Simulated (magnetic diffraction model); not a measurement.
# CsErPd: what an assumed order does to the neutron pattern

Space group P-62m (no. 189), a = 9.4290 Å, c = 4.5950 Å.

| site | atom | x | y | z |
| --- | --- | --- | --- | --- |
| 3g | Er | 0 | 0.5811 | 1/2 |
| 3f | Cs | 0 | 0.2511 | 0 |
| 1b | Pd | 0 | 0 | 1/2 |
| 2c | Pd | 2/3 | 1/3 | 0 |

This is a made-up structure (elements placed in a structure type, unrelaxed), so the numbers test the method and describe no known phase.

Only Er is taken to order (form factors of Er3+); orders and moment sizes are assumed, and not adapted to the symmetry. Radiation: neutrons of λ = 4.2 Å, 3° to 100°; isotropic B of 0.32 Å² (Er), 0.27 Å² (Cs) and 0.4 Å² (Pd). Simulated constant-wavelength pattern: nuclear and magnetic terms add, the magnetic one as |2.695 fm × Σ f S⊥ exp(2πi Q·r) exp(−B s²)|², summed over all Q at one angle with the factor 1/(sin²θ cos θ). For collinear order S is the moment m, which repeats by lattice and centring translations R with the sign exp(−2πi k·R). Free-ion form factors, Sears's scattering lengths of 1992, no absorption; a label names one of the reflections at its angle. The strongest nuclear line in the range is 100, and lines under 0.2 are left out.

Assume the order k = (0 0 0), collinear moments along [001], 5.3 μB on Er; signs + at (0, 0.5811, 1/2), + at (0.4189, 0.4189, 1/2), − at (0.5811, 0, 1/2).

Q: Where does magnetic intensity appear, and how strong is it?

```tsv
2θ (°)	index	nuclear	magnetic
29.80	(1 0 0)	0.1	187.4
52.90	(1 1 0)	1.6	39.7
61.91	(2 0 0)	7.7	32.9
63.26	(1 0 1)	0.1	22.3
79.31	(1 1 1)	73.0	19.9
85.75	(2 1 0)	48.6	51.4
86.95	(2 0 1)	100.0	22.1
```

The strongest magnetic line in the range is (1 0 0) at 29.80° (187.4). On top of the Lorentz factor, which all lines share, magnetic lines fade with angle because f falls: for Er3+ it is 0.96, 0.86, 0.73 and 0.47 at sin θ/λ = 0.1, 0.2, 0.3 and 0.5 Å⁻¹, while nuclear lengths stay constant. The net moment is 5.30 μB a primitive cell.

[Logs are printed without paths, hosts, clocks, repeated set-up lines and the standing remarks that a program may print on its own settings, such as how far it seeks lower states.]
